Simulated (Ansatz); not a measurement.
# CaCu3 (built on the sites of a database entry of MgAg3): from the cell to its phonons

Aim: the vibrations of CaCu3 (built on the sites of a database entry of MgAg3), their spectra, and whether the structure is stable.

Program: Ansatz 0.2.0. Level of theory: DFT LDA, scalar-relativistic, plane waves, PAW. Results are calculated unless marked as measured.

This is a report of a sequence of runs, with most program output left out.

The structure was built from a prototype and need not be the compound's stable phase.

## Step 1: The starting structure

It takes space group Pm-3m (No. 221, cubic). Conventional cell: a = 4.145 Å, b = 4.145 Å, c = 4.145 Å, α = 90.00°, β = 90.00°, γ = 90.00°. Nearest to Ca lie 12 Cu at 2.93 Å. Nearest to Cu lie 4 Ca at 2.93 Å and 8 Cu at 2.93 Å. Farther neighbours are not listed.

Coordinates:

```cif
data_structure
_symmetry_space_group_name_H-M 'Pm-3m'
_symmetry_Int_Tables_number 221
_cell_length_a 4.1455
_cell_length_b 4.1455
_cell_length_c 4.1455
_cell_angle_alpha 90.000
_cell_angle_beta 90.000
_cell_angle_gamma 90.000
_cell_volume 71.24
loop_
_atom_site_label
_atom_site_type_symbol
_atom_site_symmetry_multiplicity
_atom_site_Wyckoff_symbol
_atom_site_fract_x
_atom_site_fract_y
_atom_site_fract_z
_atom_site_occupancy
Ca1 Ca 1 a 0.00000 0.00000 0.00000 1
Cu1 Cu 3 c 0.00000 0.50000 0.50000 1
```

## Step 2: Coarse relaxation

A rough relaxation comes first, because large forces or stress need no tight tolerances yet.

Contents of input.yaml:

```yaml
crystal:
  lattice:
    - [4.14547, 0.0, 0.0]
    - [0.0, 4.14547, 0.0]
    - [0.0, 0.0, 4.14547]
  atoms:
    - { symbol: Ca, position: [0.0, 0.0, 0.0] }
    - { symbol: Cu, position: [0.0, 0.5, 0.5] }
    - { symbol: Cu, position: [0.5, 0.0, 0.5] }
    - { symbol: Cu, position: [0.5, 0.5, 0.0] }
kpoints:
  mp_grid: { grid: [6, 6, 6] }
hamiltonian:
  xc: lda
scf:
  occupations: { method: gaussian, width: 0.1 }
output:
  forces: true
  stress: true
  eigenvalues: true
relax:
  adjacent_minimum: "off"
  f_tol: 0.05
  max_steps: 80
  cell: { stress_tol: 0.5 }
```

The run is started by

```
$ ansatz run input.yaml --threads 8 --pin off --max-ram 14336MiB --backend cpu --events-out ev --progress --plain --runs-dir out
```

Run time: 5.1 s. Hardware: 8 threads of Arm Neoverse N1, shared host; peak memory 0.51 GiB; 32 s of CPU time.

Relaxation path:

```tsv
step	energy less that of the first step (eV)	largest force component (eV/Å)	pressure (GPa)	volume (Å³)
1	0.0000	0.0000	-10.05	71.24
2	-0.4141	0.0000	-1.96	61.32
3	-0.4224	0.0000	0.81	59.32
4	-0.4236	0.0000	0.00	59.87
5*	-0.4206	0.0000	-0.02	59.87
```

Relaxation steps marked * repeat the geometry before them on a plane-wave basis chosen anew for their cell, so energy and pressure can jump there.

Forces are held to the 48 operations that the run works with; a distortion that breaks them can't arise in this run.

```tsv
conventional cell, symmetrised	before	after	change
a (Å)	4.145	3.912	-5.6 %
b (Å)	4.145	3.912	-5.6 %
c (Å)	4.145	3.912	-5.6 %
volume (Å³/atom)	17.81	14.97	-16.0 %
```

Final coordinates:

```cif
data_structure
_symmetry_space_group_name_H-M 'P 1'
_symmetry_Int_Tables_number 1
_cell_length_a 3.9121
_cell_length_b 3.9121
_cell_length_c 3.9121
_cell_angle_alpha 90.000
_cell_angle_beta 90.000
_cell_angle_gamma 90.000
_cell_volume 59.87
loop_
_atom_site_label
_atom_site_type_symbol
_atom_site_fract_x
_atom_site_fract_y
_atom_site_fract_z
_atom_site_occupancy
Ca1 Ca 0.00000 0.00000 0.00000 1
Cu2 Cu 0.00000 0.50000 0.50000 1
Cu3 Cu 0.50000 0.00000 0.50000 1
Cu4 Cu 0.50000 0.50000 0.00000 1
```

This step gave:

| Item | Value |
| --- | --- |
| pressure | -0.01947 GPa |
| volume per atom | 14.97 Å³ |
| gap on the k-mesh | 0 eV |

In this step the volume went from 17.81 to 14.97 Å³/atom.

## Step 3: Bringing the structure to rest

Harmonic phonons are second derivatives at a point where the forces vanish, and they are wanted at zero stress, so atoms and cell are relaxed first.

Contents of input.yaml:

```yaml
crystal:
  lattice:
    - [3.9120676297, 0.0, 0.0]
    - [0.0, 3.9120676297, 0.0]
    - [0.0, 0.0, 3.9120676297]
  atoms:
    - { symbol: Ca, position: [0.0, 0.0, 0.0] }
    - { symbol: Cu, position: [0.0, 0.5, 0.5] }
    - { symbol: Cu, position: [0.5, 0.0, 0.5] }
    - { symbol: Cu, position: [0.5, 0.5, 0.0] }
kpoints:
  mp_grid: { grid: [12, 12, 12] }
hamiltonian:
  xc: lda
scf:
  occupations: { method: gaussian, width: 0.1 }
output:
  forces: true
  stress: true
  eigenvalues: true
  write_density: true
  write_potential: true
  elf: true
  volumetric_format: npy
relax:
  adjacent_minimum: "off"
  f_tol: 0.005
  max_steps: 80
  cell: { stress_tol: 0.05 }
```

It took 9.3 s on 8 threads; peak memory 0.6 GiB; 69 s of CPU time.

Little changed from the start: no atom moved by 0.005 Å and no cell edge by 0.1 %.

Numbers from this step:

- pressure: -0.01123 GPa
- volume per atom: 14.95 Å³

Valence density in the ac plane at fractional y = 1.000, with atoms of Ca and Cu within 0.2 Å of it. It is the smooth field of the valence electrons, not physical close to the nuclei.

Ten steps, logarithmic in the rise over the least value, from '0' (0 e/Å³) to '9' (57 e/Å³), each cell a mean:
```
54310000000234
43200000000123
21000000000012
00000011100000
00000244310000
00001478631000
00002689841000
00002578741000
00001356420000
00000122100000
11000000000001
33100000000023
54310000000134
55310000000245
```
Columns run along a (3.9 Å), rows up along c (3.9 Å). Atoms in or near the plane, at fractional coordinates: Ca at (0.00, 0.00), Cu at (0.50, 0.50).

ELF in the ac plane at fractional y = 1.000, with atoms of Ca and Cu within 0.2 Å of it. It is the smooth field of the valence electrons, not physical close to the nuclei.

Ten even steps from '_' (0.09) to '@' (0.88), each cell a mean:
```
@@@@@@==____..::..__..**@@@@
@@@@##::__..::::::____--%%@@
##**::____..........____--**
..______............______..
______......::::........____
....::....::++**==......::..
::::::....--%%@@**::....::::
....::....::**%%++::....::..
____........::--::........__
________..............______
++==..____..........____::==
@@%%**..__..::::::____::##@@
@@@@%%==____..::..____**@@@@
%%@@@@++____..::..__..##@@@@
```
Columns run along a (3.9 Å), rows up along c (3.9 Å). Atoms in or near the plane, at fractional coordinates: Ca at (0.00, 0.00), Cu at (0.50, 0.50).

Electrostatic potential energy in the ac plane at fractional y = 1.000, with atoms of Ca and Cu within 0.2 Å of it. With pseudopotentials it is smooth inside the atoms' cores, unlike the true potential.

Ten even steps from '0' (-48 eV) to '9' (15 eV), each cell a mean:
```
00479999998620
13689999999752
66899999999876
88999877899998
99998643479999
99997311148999
99996200137999
99997210147999
99998522368999
89999876789999
77899999999987
34689999999864
01479999998630
00378999998610
```
Columns run along a (3.9 Å; values clipped at the 3rd and 97th percentile), rows up along c (3.9 Å). Atoms in or near the plane, at fractional coordinates: Ca at (0.00, 0.00), Cu at (0.50, 0.50).

In this step the volume went from 14.97 to 14.95 Å³/atom.

## Step 4: Tight relaxation

Phonons need a cell at rest on their own settings, so the relaxation is repeated with tight tolerances on forces and stress on the k mesh and occupations of the first response run.

Contents of input.yaml:

```yaml
crystal:
  lattice:
    - [3.9107714151, 0.0, 0.0]
    - [0.0, 3.9107714151, 0.0]
    - [0.0, 0.0, 3.9107714151]
  atoms:
    - { symbol: Ca, position: [0.0, 0.0, 0.0] }
    - { symbol: Cu, position: [0.0, 0.5, 0.5] }
    - { symbol: Cu, position: [0.5, 0.0, 0.5] }
    - { symbol: Cu, position: [0.5, 0.5, 0.0] }
kpoints:
  mp_grid: { grid: [12, 12, 12] }
hamiltonian:
  xc: lda
scf:
  occupations: { method: methfessel_paxton, width: 0.2 }
output:
  forces: true
  stress: true
  eigenvalues: true
relax:
  adjacent_minimum: "off"
  f_tol: 0.001
  max_steps: 60
  cell: { stress_tol: 0.01 }
```

Elapsed: 6.5 s, on 8 threads; peak memory 0.59 GiB; 47 s of CPU time.

Little changed from the start: no atom moved by 0.005 Å and no cell edge by 0.1 %.

Numbers from this step:

```yaml
pressure: -0.008174 GPa
```

The forces vanish by symmetry and the pressure is -0.008 GPa, within the tolerances set. The cell now holds 14.95 Å³/atom.

## Step 5: Modes at Γ

The zone centre comes first: it holds the modes that light can see, as far as symmetry allows. No field response is asked, since the mesh shows no gap.

input.yaml: that of step 4 with these lines changed.

```diff
@@ -17,9 +17,4 @@
 output:
-  forces: true
-  stress: true
   eigenvalues: true
-relax:
-  adjacent_minimum: "off"
-  f_tol: 0.001
-  max_steps: 60
-  cell: { stress_tol: 0.01 }
+phonons:
+  method: dfpt
```

It took 98 s on 8 threads; peak memory 2.6 GiB.

Numbers from this step:

| Item | Value |
| --- | --- |
| sum-rule residual before enforcement | 9.87e-5 eV/Å² |
| point group | m-3m |
| highest optical mode at the zone centre (no LO-TO term) | 258.1 cm⁻¹ |
| lowest optical zone-centre mode | -48.49 cm⁻¹ |

Patterns of degenerate modes are one choice out of their space. The modes at Γ (shares of kinetic energy by element, %) (negative means imaginary):

```tsv
mode	frequency (cm⁻¹)	symmetry	Ca %	Cu %
1	-48.5	T1u	10	90
2	-48.5	T1u	10	90
3	-48.5	T1u	10	90
4	0.0	acoustic	17	83
5	0.0	acoustic	17	83
6	0.0	acoustic	17	83
7	143.7	T2u	0	100
8	143.7	T2u	0	100
9	143.7	T2u	0	100
10	258.1	T1u	73	27
11	258.1	T1u	73	27
12	258.1	T1u	73	27
```

Displacements in mode 2 (-48.5 cm⁻¹), the largest set to 1:
```
Ca1 -0.06  0.02 -0.46
Cu2  0.13  0.01 -0.36
Cu3 -0.05 -0.04 -0.36
Cu4 -0.05  0.01  1.00
```

Displacements in mode 12 (258.1 cm⁻¹), the largest set to 1:
```
Ca1  0.00  0.00  1.00
Cu2  0.00  0.00 -0.34
Cu3  0.00  0.00 -0.34
Cu4  0.00  0.00  0.05
```

Before it was imposed, the acoustic sum rule was missed by 9.9e-5 eV/Å². Small misses are needed for a sound result but don't prove that mesh and cutoff are converged. The lowest optical mode is imaginary, 48.5i cm⁻¹, so the energy falls along it.

## Step 6: Phonons on a q mesh

Stability and thermal properties need the whole zone. Linear response on a 4×4×4 q mesh gives force constants as far as a supercell of that size would.

input.yaml: that of step 5 with these lines changed.

```diff
@@ -20 +20,8 @@
   method: dfpt
+  qmesh: [4, 4, 4]
+  temperatures: { t_max: 1000, t_step: 50 }
+  qpath:
+    path:
+      - [[0.0, 0.0, 0.0], [0.0, 0.5, 0.0], [0.5, 0.5, 0.0], [0.0, 0.0, 0.0], [0.5, 0.5, 0.5], [0.0, 0.5, 0.0]]
+      - [[0.5, 0.5, 0.5], [0.5, 0.5, 0.0]]
+    npoints: 10
```

It took 45 min on 8 threads; peak memory 8.3 GiB.

This step gave:

- sum-rule residual before enforcement: 9.51e-5 eV/Å²
- lowest frequency on the path: -62.93 cm⁻¹
- highest frequency on the path or at a solved wavevector: 267.7 cm⁻¹
- lowest mode on the q mesh (acoustic modes at Γ apart): -62.93 cm⁻¹

Frequencies (cm⁻¹) solved at each irreducible wavevector; negative means imaginary. Frequencies by wavevector, by row:

```tsv
q in reciprocal lattice units	star	mode 1	mode 2	mode 3	mode 4	mode 10	mode 11	mode 12
0 0 0	1	-48.5	-48.5	-48.5	0	258.1	258.1	258.1
0 0 0.25	6	-50.7	-50.7	-37.6	46.3	252.3	252.3	256.1
0 0 -0.5	3	-48	-48	11.9	75.3	244.6	244.6	250.7
0 0.25 0.25	12	-56.1	-50.5	15.2	52.9	242.1	246.1	261.1
0 0.25 -0.5	12	-53.1	-49.8	41.1	80	229.6	253.3	258.5
0 -0.5 -0.5	3	-52	-43.1	52.9	80.7	212.3	264.1	264.1
0.25 0.25 0.25	8	-48.8	-48.8	31.8	40.4	231.5	259.9	259.9
0.25 0.25 -0.5	12	-49.2	-45.4	25.8	44.3	243.1	258.9	262.3
0.25 -0.5 -0.5	6	-45.5	-44.4	26.4	26.4	250.3	266.8	266.8
-0.5 -0.5 -0.5	1	-62.9	-62.9	-62.9	-58	267.7	267.7	267.7
```

Interpolated from a 4×4×4 q mesh. Phonon branches along the path, in cm⁻¹:

```tsv
point	branch 1	branch 2	branch 3	branch 4	branch 9	branch 10	branch 11	branch 12
Γ	-48	-48	-48	0	144	258	258	258
halfway	-51	-51	-38	46	141	252	252	256
X	-48	-48	12	75	140	245	245	251
halfway	-53	-50	41	80	143	230	253	258
M	-52	-43	53	81	150	212	264	264
halfway	-56	-50	15	53	144	242	246	261
Γ	-48	-48	-48	0	144	258	258	258
halfway	-49	-49	32	40	146	232	260	260
R	-63	-63	-63	-58	150	268	268	268
halfway	-49	-45	26	44	145	243	259	262
X	-48	-48	12	75	140	245	245	251
jump to R	-63	-63	-63	-58	150	268	268	268
halfway	-46	-44	26	26	150	250	267	267
M	-52	-43	53	81	150	212	264	264
```

Tetrahedra on a 16×16×16 mesh, mean over bins of 5 cm-1. Interpolated from a 4×4×4 q mesh. The phonon density of states by wavenumber; read off at these points:

```tsv
wavenumber (cm⁻¹)	phonon density of states (1/cm⁻¹/cell)
-62	3.1e-4
-52	0.199
-38	0.00999
-28	0.00761
-18	0.00592
-8	0.00513
8	0.007
18	0.0121
28	0.0226
38	0.0384
42	0.0521
52	0.0452
62	0.0386
72	0.0386
88	0.0222
98	0.0200
108	0.0136
118	0.0421
132	0.0939
142	0.203
152	0.00162
168	0
178	0
188	0
198	0
212	3.7e-4
222	0.00722
232	0.0394
238	0.0530
242	0.0362
258	0.128
262	0.132
268	0.0399
```

The partial phonon density of states has structure finer than the step of the table below, so its rows give means over 20 cm⁻¹, whole bins alone (the curve runs from -71.3 to 286 cm⁻¹). Peaks (cm⁻¹: height): Ca 261.0: 0.107; Cu -51.1: 0.203, 45.5: 0.0477, 139.8: 0.210, 261.0: 0.0276.

Phonopy on the run's constants, 15x15x15 mesh, Gaussian sigma 2.5 cm-1. Interpolated from a 4×4×4 q mesh. Partial phonon density of states against wavenumber; means over each step; values in 1/cm⁻¹/cell:

```tsv
wavenumber (cm⁻¹)	Ca	Cu
-60	4.5e-4	0.0493
-40	0.00108	0.0590
-20	6.5e-4	0.00614
0	4.1e-4	0.00394
20	0.00148	0.0126
40	0.00523	0.0388
60	0.00711	0.0346
80	0.00557	0.0236
100	0.00277	0.0161
120	0.00241	0.0323
140	2.8e-4	0.140
160	1.6e-6	0.00593
180	0	0
200	3.0e-5	3.0e-7
220	0.00644	8.0e-4
240	0.0400	0.00737
260	0.0751	0.0190
```

Symmetry leaves 10 wavevectors to solve. The lowest mode among them, the acoustic zeros apart, lies at q = (-0.5, -0.5, -0.5) and is imaginary, 62.9i cm⁻¹, so the energy falls along it.

## Step 7: The same by displaced supercells

Finite displacements in a 2×2×2 supercell give force constants from forces alone. They are exact at the wavevectors that the supercell holds, where they check the linear-response result.

input.yaml: that of step 6 with these lines changed.

```diff
@@ -19,4 +19,4 @@
 phonons:
-  method: dfpt
-  qmesh: [4, 4, 4]
+  method: fd
+  supercell: [2, 2, 2]
   temperatures: { t_max: 1000, t_step: 50 }
```

Wall time 10 min (8 threads); peak memory 11 GiB; 81 min of CPU time.

Numbers from this step:

* atoms in the supercell: 32
* sum-rule residual before enforcement: 5.37e-4 eV/Å²
* lowest optical zone-centre mode: -48.51 cm⁻¹

Interpolated from a 2×2×2 supercell, rough between the solved points. The phonon branches at the labelled points (cm⁻¹):

```tsv
point	branch 1	branch 2	branch 3	branch 4	branch 9	branch 10	branch 11	branch 12
Γ	-48	-48	-48	0	144	258	258	258
halfway	-46	-46	-30	51	141	252	252	255
X	-48	-48	12	75	140	245	245	251
halfway	-50	-46	37	81	143	231	255	258
M	-52	-43	53	81	150	212	264	264
halfway	-48	-46	16	63	142	243	245	263
Γ	-48	-48	-48	0	144	258	258	258
halfway	-49	-49	33	47	144	230	261	261
R	-63	-63	-63	-58	150	268	268	268
halfway	-50	-50	22	44	144	241	258	262
X	-48	-48	12	75	140	245	245	251
jump to R	-63	-63	-63	-58	150	268	268	268
halfway	-54	-51	23	23	150	247	266	266
M	-52	-43	53	81	150	212	264	264
```

Tetrahedra on a 16×16×16 mesh, mean over bins of 5 cm-1. Interpolated from a 2×2×2 supercell, rough between the solved points. The phonon density of states by wavenumber; read off at these points:

wavenumber (cm⁻¹), phonon density of states (1/cm⁻¹/cell) and a bar:
```
      -62      0.000 
      -48      0.284 ##############################
      -32      0.007 #
      -18      0.007 #
        2      0.006 #
       18      0.013 #
       32      0.029 ###
       48      0.047 #####
       52      0.052 #####
       62      0.040 ####
       78      0.037 ####
       92      0.022 ##
      112      0.030 ###
      128      0.027 ###
      142      0.216 #######################
      158      0.000 
      172      0.000 
      188      0.000 
      202      0.000 
      222      0.007 #
      238      0.054 ######
      252      0.079 ########
      262      0.165 #################
      268      0.028 ###
```

At Γ the two methods differ by at most 0.0 cm⁻¹.

## Step 8: Summary of results

| Quantity | Value |
| --- | --- |
| space group after relaxation (within 0.01 Å) | Pm-3m |
| volume per atom | 15.0 Å³ |
| electronic character | no gap on this mesh |
| highest optical mode at the zone centre (no LO-TO term) | 258 cm⁻¹ |
| lowest optical zone-centre mode | -48.5 cm⁻¹ |
| lowest mode on the q mesh (acoustic modes at Γ apart) | -62.9 cm⁻¹ |
| highest frequency on the path or at a solved wavevector | 268 cm⁻¹ |
| imaginary modes on the 4×4×4 q mesh | yes |

What this shows: Modes are clearly imaginary (beyond 10i cm⁻¹) at 10 of the 10 irreducible wavevectors, most at q = (-0.5, -0.5, -0.5) (62.9i cm⁻¹), so this structure is not a minimum of the energy. The optical modes at Γ span -48 to 258 cm⁻¹ (negative means imaginary). The highest mode in this list at Γ, 258.1 cm⁻¹, is mostly motion of Ca (73 % of the kinetic energy). Finite displacements and linear response differ by 0.0 cm⁻¹ in the highest zone-centre mode. With no gap, or one that is small against the smearing, the frequencies hang on the k mesh and the smearing, most of all near Kohn anomalies. The phonon runs are without spin polarisation, although the cell has an odd electron count. The starting cell was built on a prototype and not taken from a measurement, so the phase need not exist. These are harmonic frequencies at zero temperature: anharmonic shifts, linewidths and thermal expansion are left out.

[Logs are printed without paths, hosts, clocks, repeated set-up lines and the standing remarks that a program may print on its own settings, such as how far it seeks lower states.]

[Hosts, paths, dates, database ids (printed as entryN), source tags and the programs' standing remarks are cut or masked in the printed files.]
